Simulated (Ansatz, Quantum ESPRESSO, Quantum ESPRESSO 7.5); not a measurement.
## Work-function anisotropy of Al

Wanted: work functions of Al face by face, under two functionals.

Method: plane-wave DFT, PBE, PseudoDojo norm-conserving pseudopotentials (geometry and cross-check by Ansatz 0.2.0 with PAW datasets; geometry under PBE), in Quantum ESPRESSO 7.5.

**What experiment says.**

“Properties of real metallic surfaces: Effects of density functional semilocality and van der Waals nonlocality” (2017, arxiv:1702.08515) quotes from earlier work for Al (clean single-crystal faces): work function of (111) (clean (111) face) 4.32 eV; work function of (100) (clean (100) face) 4.32 eV; work function of (110) (clean (110) face) 4.23 eV.

This is a report of a sequence of runs, with most program output left out.

## Step 1: The structure

The cell holds 5 atoms: 5 Al. Its edges and angles: a = 2.864 Å, b = 2.864 Å, c = 25.353 Å, α = 90.0°, β = 90.0°, γ = 60.0°. It derives from Al. Vacuum lies along c.

## Step 2: Relaxation with Ansatz of (111)

The geometry comes first, from a plane-wave PAW code, so that the later runs on this slab share one structure.

The input, input.yaml:

```yaml
crystal:
  lattice:
    - [2.8637824638, 0.0, 0.0]
    - [1.4318912319, 2.4801083646, 0.0]
    - [0.0, 0.0, 25.3530743609]
  atoms:
    - { symbol: Al, position: [0.6666666667, 0.6666666667, 0.315543586] }
    - { symbol: Al, position: [0.0, 0.0, 0.407771793] }
    - { symbol: Al, position: [0.3333333333, 0.3333333333, 0.5] }
    - { symbol: Al, position: [0.6666666667, 0.6666666667, 0.592228207] }
    - { symbol: Al, position: [0.0, 0.0, 0.684456414] }
kpoints:
  mp_grid: { grid: [12, 12, 1] }
hamiltonian:
  xc: pbe
scf:
  occupations: { method: fermi_dirac, width: 0.1 }
  convergence: { dr2_threshold: 1.0e-08 }
efield:
  axis: 3
  dipole_correction: true
  ramp_position: 0.97
  ramp_width: 0.04
relax:
  f_tol: 0.01
  constraints: [{ sites: [2] }]
output:
  write_potential: true
  write_density: true
  volumetric_format: npy
```

Run with:

```sh
> ansatz run input.yaml --threads 2 --pin off --max-ram 4096MiB --backend cpu --events-out ev --progress --plain --runs-dir out
```

Wall time 5.4 s (2 threads of Intel Xeon Platinum 8375C at 2.90GHz (Ice Lake), shared host); peak memory 0.44 GiB.

Relaxation path:

```csv
step,energy less that of the first step (eV),largest force component (eV/Å)
1,0.0000,0.0775
2,-0.0013,0.0264
3,-0.0014,0.0008
```

The atoms that moved most (Å):

```csv
atom,dx,dy,dz,length
Al5,0.000,0.000,0.014,0.014
Al1,0.000,0.000,-0.014,0.014
Al4,0.000,0.000,-0.008,0.008
Al2,0.000,0.000,0.008,0.008
```

The relaxed structure:

```xyz
5
Lattice="2.8638 0.0000 0.0000 1.4319 2.4801 0.0000 0.0000 0.0000 25.3531" Properties=species:S:1:pos:R:3
Al    2.8638    1.6534    7.9864
Al    0.0000    0.0000   10.3466
Al    1.4319    0.8267   12.6765
Al    2.8638    1.6534   15.0064
Al    0.0000    0.0000   17.3667
```

 Held were the atoms numbered 3; the forces quoted are those on the free ones.

This step gave:

- free energy: -2686.8261 eV
- energy at zero smearing: -2686.7916 eV
- smearing term TS: 0.06884 eV
- Fermi energy: 1.469 eV
- symmetry operations: 6
- work function of the upper face: 4.115 eV
- work function of the lower face: 4.115 eV
- dipole along the normal: 1.31e-7 e·Å

## Step 3: Self-consistent run of (111), PBE

Both faces of the slab are alike, so a plain periodic cell serves and symmetry is kept.

Level of this step: plane-wave DFT, PBE, PseudoDojo norm-conserving pseudopotentials (Quantum ESPRESSO 7.5).

The input, 111.pbe.in:

```
&control
  prefix = '111.pbe'
  outdir = './out'
  pseudo_dir = './pseudo'
  calculation = 'scf'
  tprnfor = .true.
/
&system
  ibrav = 0
  nat = 5
  ntyp = 1
  ecutwfc = 32
  ecutrho = 128
  occupations = 'smearing'
  smearing = 'mv'
  degauss = 0.02
/
&electrons
  conv_thr = 1e-07
  mixing_beta = 0.4
  electron_maxstep = 120
  mixing_mode = 'local-TF'
/
ATOMIC_SPECIES
  Al  26.9815  Al.dojo-sr-pbe-0.4.1-standard.upf
CELL_PARAMETERS angstrom
  2.86378246382125 0.00000000000000 0.00000000000000
  1.43189123191063 2.48010836458159 0.00000000000000
  0.00000000000000 0.00000000000000 25.35307436090000
ATOMIC_POSITIONS crystal
  Al  0.666666666667 0.666666666667 0.315005920716
  Al  0.000000000000 0.000000000000 0.408102119619
  Al  0.333333333333 0.333333333333 0.500000000000
  Al  0.666666666667 0.666666666667 0.591897842515
  Al  0.000000000000 -0.000000000000 0.684994194925
K_POINTS automatic
  12 12 1 0 0 0
```

Run with:

```sh
> OMP_NUM_THREADS=1 mpirun -n 2 pw.x -nk 2 -in 111.pbe.in > 111.pbe.out
```

Wall time 12 s (2 MPI ranks); peak memory 0.17 GiB.

This step gave:

| Quantity | Value |
| --- | --- |
| free energy | -314.5856 eV |
| Fermi energy | 1.472 eV |

## Step 4: Electrostatic potential of (111)

The vacuum level is read from the electrostatic potential (plot_num = 11), averaged over planes.

The input, 111.pbe.pot.in:

```
&inputpp
  prefix = '111.pbe'
  outdir = './out'
  filplot = '111.pbe.pot.dat'
  plot_num = 11
/
```

Run with:

```sh
> OMP_NUM_THREADS=1 mpirun -n 2 pp.x -in 111.pbe.pot.in > 111.pbe.pot.out
```

Wall time 1.1 s (2 MPI ranks); peak memory 0.09 GiB.

Numbers from this step:

| Quantity | Value |
| --- | --- |
| work function of the upper face | 4.104 eV |
| slope of the potential above | 1.56e-4 eV/Å |
| upper vacuum line continued to the top atoms, over the Fermi level | 4.103 eV |
| work function of the lower face | 4.104 eV |
| slope of the potential below | -1.86e-4 eV/Å |
| lower vacuum line continued to the bottom atoms, over the Fermi level | 4.103 eV |

Electrostatic potential energy of an electron; zero at the Fermi level. Potential energy, planar mean against z:

z (Å), potential energy, planar mean (eV) and a bar from the least value:
```
      0.0        4.1 ##############################
      0.5        4.1 ##############################
      1.0        4.1 ##############################
      1.5        4.1 ##############################
      2.0        4.1 ##############################
      2.5        4.1 ##############################
      3.0        4.1 ##############################
      3.5        4.1 ##############################
      4.0        4.1 ##############################
      4.5        4.1 ##############################
      5.0        4.1 ##############################
      5.5        4.0 ##############################
      6.0        3.7 #############################
      6.5        2.8 ############################
      7.0       -0.2 #######################
      7.5       -8.0 ###########
      8.0      -14.6 
      8.5       -7.5 ###########
      9.0       -0.8 ######################
      9.5       -2.1 ####################
     10.0      -11.1 ######
     10.5      -13.9 #
     11.0       -4.7 ################
     11.5       -0.6 ######################
     12.0       -4.3 #################
     12.5      -13.7 ##
     13.0      -11.5 #####
     13.5       -2.3 ####################
     14.0       -1.0 ######################
     14.5       -7.7 ###########
     15.0      -14.6 
     15.5       -7.9 ###########
     16.0       -1.0 ######################
     16.5       -1.9 ####################
     17.0      -10.6 ######
     17.5      -14.0 #
     18.0       -4.9 ################
     18.5        1.0 #########################
     19.0        3.2 #############################
     19.5        3.8 ##############################
     20.0        4.0 ##############################
     20.5        4.1 ##############################
     21.0        4.1 ##############################
     21.5        4.1 ##############################
     22.0        4.1 ##############################
     22.5        4.1 ##############################
     23.0        4.1 ##############################
     23.5        4.1 ##############################
     24.0        4.1 ##############################
     24.5        4.1 ##############################
     25.0        4.1 ##############################
```

## Step 5: Self-consistent run of (111), LDA

The same atoms under a second functional.

Level of this step: plane-wave DFT, LDA, PseudoDojo norm-conserving pseudopotentials (Quantum ESPRESSO 7.5).

111.lda.in, as its differences from the input of step 3:

```diff
@@ -1,3 +1,3 @@
 &control
-  prefix = '111.pbe'
+  prefix = '111.lda'
   outdir = './out'
@@ -24,3 +24,3 @@
 ATOMIC_SPECIES
-  Al  26.9815  Al.dojo-sr-pbe-0.4.1-standard.upf
+  Al  26.9815  Al.dojo-sr-lda-0.4.1-standard.upf
 CELL_PARAMETERS angstrom
```

Run with:

```sh
> OMP_NUM_THREADS=1 mpirun -n 2 pw.x -nk 2 -in 111.lda.in > 111.lda.out
```

Wall time 12 s (2 MPI ranks); peak memory 0.17 GiB; 24 s of CPU time.

Numbers from this step:

| Property | Result |
| --- | --- |
| free energy | -320.5916 eV |
| Fermi energy | 1.292 eV |

## Step 6: Potential by pp.x of (111)

The input, 111.lda.pot.in:

```
&inputpp
  prefix = '111.lda'
  outdir = './out'
  filplot = '111.lda.pot.dat'
  plot_num = 11
/
```

Run with:

```sh
> OMP_NUM_THREADS=1 mpirun -n 2 pp.x -in 111.lda.pot.in > 111.lda.pot.out
```

The job ended after 1.2 s (2 MPI ranks; peak memory 0.1 GiB).

Read from the output:

* work function of the upper face: 4.266 eV
* slope of the potential above: 2.99e-4 eV/Å
* upper vacuum line continued to the top atoms, over the Fermi level: 4.265 eV
* work function of the lower face: 4.266 eV
* slope of the potential below: -2.24e-4 eV/Å
* lower vacuum line continued to the bottom atoms, over the Fermi level: 4.265 eV

On (111) the work function under LDA lies +0.16 eV from PBE's.

## Step 7: Relaxation with Ansatz of (100)

Level of this step: plane-wave DFT, PBE, Ansatz PAW (Ansatz 0.2.0).

input.yaml, the sections that differ from step 2:

```yaml
crystal:
  lattice:
    - [2.8637824638, 0.0, 0.0]
    - [0.0, 2.8637824638, 0.0]
    - [0.0, 0.0, 24.1]
  atoms:
    - { symbol: Al, position: [0.0, 0.0, 0.3319502075] }
    - { symbol: Al, position: [0.5, 0.5, 0.4159751037] }
    - { symbol: Al, position: [0.0, 0.0, 0.5] }
    - { symbol: Al, position: [0.5, 0.5, 0.5840248963] }
    - { symbol: Al, position: [0.0, 0.0, 0.6680497925] }
kpoints:
  mp_grid: { grid: [10, 10, 1] }
# hamiltonian, scf, efield, relax, output: as in step 2
```

Run with:

```sh
> ansatz run input.yaml --threads 2 --pin off --max-ram 4096MiB --backend cpu --events-out ev --progress --plain --runs-dir out
```

Elapsed: 7.2 s, on 2 threads; peak memory 0.42 GiB.

The steps of the relaxation:

```csv
step,energy less that of the first step (eV),largest force component (eV/Å)
1,0.0000,0.1042
2,-0.0138,0.0458
3,-0.0151,0.0103
4,-0.0151,0.0006
```

Forces are held to the 8 operations that the run works with; a distortion that breaks them can't arise in this run.

The atoms that moved most (Å):

```csv
atom,dx,dy,dz,length
Al5,0.000,0.000,0.096,0.096
Al1,0.000,0.000,-0.096,0.096
Al4,0.000,0.000,0.066,0.066
Al2,0.000,0.000,-0.066,0.066
```

The relaxation lowers the energy by 3 meV an atom. Held were the atoms numbered 3; the forces quoted are those on the free ones.

Read from the output:

```
free energy                     : -2686.5834 eV
energy at zero smearing         : -2686.5456 eV
smearing term TS                : 0.07562 eV
Fermi energy                    : 0.9479 eV
symmetry operations             : 8
work function of the upper face : 4.238 eV
work function of the lower face : 4.238 eV
dipole along the normal         : 2.23e-7 e·Å
```

## Step 8: SCF with pw.x of (100), PBE

Level of this step: plane-wave DFT, PBE, PseudoDojo norm-conserving pseudopotentials (Quantum ESPRESSO 7.5).

The input, 100.pbe.in:

```
&control
  prefix = '100.pbe'
  outdir = './out'
  pseudo_dir = './pseudo'
  calculation = 'scf'
  tprnfor = .true.
/
&system
  ibrav = 0
  nat = 5
  ntyp = 1
  ecutwfc = 32
  ecutrho = 128
  occupations = 'smearing'
  smearing = 'mv'
  degauss = 0.02
/
&electrons
  conv_thr = 1e-07
  mixing_beta = 0.4
  electron_maxstep = 120
  mixing_mode = 'local-TF'
/
ATOMIC_SPECIES
  Al  26.9815  Al.dojo-sr-pbe-0.4.1-standard.upf
CELL_PARAMETERS angstrom
  2.86378246380000 0.00000000000000 0.00000000000000
  0.00000000000000 2.86378246380000 0.00000000000000
  0.00000000000000 0.00000000000000 24.10000000000000
ATOMIC_POSITIONS crystal
  Al  -0.000000000000 0.000000000000 0.327955496298
  Al  0.500000000000 0.500000000000 0.413243867320
  Al  0.000000000000 0.000000000000 0.500000000000
  Al  0.500000000000 0.500000000000 0.586756133931
  Al  -0.000000000000 0.000000000000 0.672044507030
K_POINTS automatic
  10 10 1 0 0 0
```

Run with:

```sh
> OMP_NUM_THREADS=1 mpirun -n 2 pw.x -nk 2 -in 100.pbe.in > 100.pbe.out
```

The job ended after 11 s (2 MPI ranks; peak memory 0.18 GiB).

This step gave:

```
free energy  : -314.3413 eV
Fermi energy : 0.9609 eV
```

## Step 9: Electrostatic potential of (100)

The input, 100.pbe.pot.in:

```
&inputpp
  prefix = '100.pbe'
  outdir = './out'
  filplot = '100.pbe.pot.dat'
  plot_num = 11
/
```

Run with:

```sh
> OMP_NUM_THREADS=1 mpirun -n 2 pp.x -in 100.pbe.pot.in > 100.pbe.pot.out
```

The job ended after 1.1 s (2 MPI ranks; peak memory 0.1 GiB; 1.9 s of CPU time).

Numbers from this step:

| Quantity | Value |
| --- | --- |
| work function of the upper face | 4.224 eV |
| slope of the potential above | 4.81e-5 eV/Å |
| upper vacuum line continued to the top atoms, over the Fermi level | 4.224 eV |
| work function of the lower face | 4.224 eV |
| slope of the potential below | -1.20e-4 eV/Å |
| lower vacuum line continued to the bottom atoms, over the Fermi level | 4.224 eV |

The potential energy, planar mean oscillates, so the rows of the table below give means over windows of 2.01 Å about each position, cut where the curve ends. Its maxima inside the range that stand out by 2 % of the span (Å: eV): 9.0: -1.90, 11.0: -1.69, 13.1: -1.69, 15.1: -1.90. Its minima: 7.9: -12.3, 9.9: -12.5, 12.1: -12.7, 14.2: -12.5, 16.2: -12.3.

Electrostatic potential energy of an electron; zero at the Fermi level. The potential energy, planar mean by z; means over each step:

```csv
z (Å),"potential energy, planar mean (eV)"
1.00,4.22
3.01,4.22
5.02,4.14
7.03,-2.74
9.04,-6.67
11.05,-6.50
13.06,-6.50
15.07,-6.67
17.08,-2.59
19.09,4.14
21.10,4.22
23.11,4.22
```

## Step 10: SCF with pw.x of (100), LDA

Level of this step: plane-wave DFT, LDA, PseudoDojo norm-conserving pseudopotentials (Quantum ESPRESSO 7.5).

100.lda.in, as its differences from the input of step 8:

```diff
@@ -1,3 +1,3 @@
 &control
-  prefix = '100.pbe'
+  prefix = '100.lda'
   outdir = './out'
@@ -24,3 +24,3 @@
 ATOMIC_SPECIES
-  Al  26.9815  Al.dojo-sr-pbe-0.4.1-standard.upf
+  Al  26.9815  Al.dojo-sr-lda-0.4.1-standard.upf
 CELL_PARAMETERS angstrom
```

Run with:

```sh
> OMP_NUM_THREADS=1 mpirun -n 2 pw.x -nk 2 -in 100.lda.in > 100.lda.out
```

Elapsed: 11 s, on 2 MPI ranks; peak memory 0.17 GiB.

This step gave:

| Property | Result |
| --- | --- |
| free energy | -320.2960 eV |
| Fermi energy | 0.7895 eV |

## Step 11: Potential by pp.x of (100)

The input, 100.lda.pot.in:

```
&inputpp
  prefix = '100.lda'
  outdir = './out'
  filplot = '100.lda.pot.dat'
  plot_num = 11
/
```

Run with:

```sh
> OMP_NUM_THREADS=1 mpirun -n 2 pp.x -in 100.lda.pot.in > 100.lda.pot.out
```

It took 1.1 s on 2 MPI ranks; peak memory 0.1 GiB; 1.9 s of CPU time.

Read from the output:

| Item | Value |
| --- | --- |
| work function of the upper face | 4.366 eV |
| slope of the potential above | 1.90e-4 eV/Å |
| upper vacuum line continued to the top atoms, over the Fermi level | 4.365 eV |
| work function of the lower face | 4.366 eV |
| slope of the potential below | -1.33e-4 eV/Å |
| lower vacuum line continued to the bottom atoms, over the Fermi level | 4.366 eV |

On (100) the work function under LDA lies +0.14 eV from PBE's.

## Step 12: Geometry from Ansatz of (110)

Level of this step: plane-wave DFT, PBE, Ansatz PAW (Ansatz 0.2.0).

System of this step: Al(110), 7 layers. The cell holds 7 atoms: 7 Al. Its edges and angles: a = 4.050 Å, b = 2.864 Å, c = 24.591 Å, α = 90.0°, β = 90.0°, γ = 90.0°. It derives from Al. Vacuum lies along c.

input.yaml, the sections that differ from step 7:

```yaml
crystal:
  lattice:
    - [4.05, 0.0, 0.0]
    - [0.0, 2.8637824638, 0.0]
    - [0.0, 0.0, 24.5913473914]
  atoms:
    - { symbol: Al, position: [0.0, 0.0, 0.3253176767] }
    - { symbol: Al, position: [0.5, 0.5, 0.3835451178] }
    - { symbol: Al, position: [0.0, 0.0, 0.4417725589] }
    - { symbol: Al, position: [0.5, 0.5, 0.5] }
    - { symbol: Al, position: [0.0, 0.0, 0.5582274411] }
    - { symbol: Al, position: [0.5, 0.5, 0.6164548822] }
    - { symbol: Al, position: [0.0, 0.0, 0.6746823233] }
kpoints:
  mp_grid: { grid: [8, 10, 1] }
relax:
  f_tol: 0.01
  constraints: [{ sites: [2, 3, 4] }]
# hamiltonian, scf, efield, output: as in step 7
```

Run with:

```sh
> ansatz run input.yaml --threads 2 --pin off --max-ram 4096MiB --backend cpu --events-out ev --progress --plain --runs-dir out
```

Run time: 15 s. Hardware: 2 threads; peak memory 0.57 GiB.

Relaxation path:

```csv
step,energy less that of the first step (eV),largest force component (eV/Å)
1,0.0000,0.2795
2,-0.0379,0.0532
3,-0.0392,0.0093
```

The atoms that moved most (Å):

```csv
atom,dx,dy,dz,length
Al2,0.000,0.000,-0.076,0.076
Al6,0.000,0.000,0.076,0.076
Al1,0.000,0.000,0.065,0.065
Al7,0.000,0.000,-0.065,0.065
```

The relaxation lowers the energy by 6 meV an atom. Held were the atoms numbered 3, 4 and 5; the forces quoted are those on the free ones.

Numbers from this step:

* free energy: -3761.1036 eV
* energy at zero smearing: -3761.0483 eV
* smearing term TS: 0.1105 eV
* Fermi energy: 0.8729 eV
* symmetry operations: 4
* work function of the upper face: 4.043 eV
* work function of the lower face: 4.043 eV
* dipole along the normal: 1.21e-7 e·Å

(Part 1 of 2 ends here.)

[Logs are printed without paths, hosts, clocks, repeated set-up lines and the standing remarks that a program may print on its own settings, such as how far it seeks lower states.]

[Hosts, paths, dates, database ids (printed as entryN), source tags and the programs' standing remarks are cut or masked in the printed files.]

[Maps of the electrostatic potential energy from Ansatz leave out the sawtooth potential of an applied field or a dipole correction, so their vacuum need not be flat; planar profiles and work functions include it.]
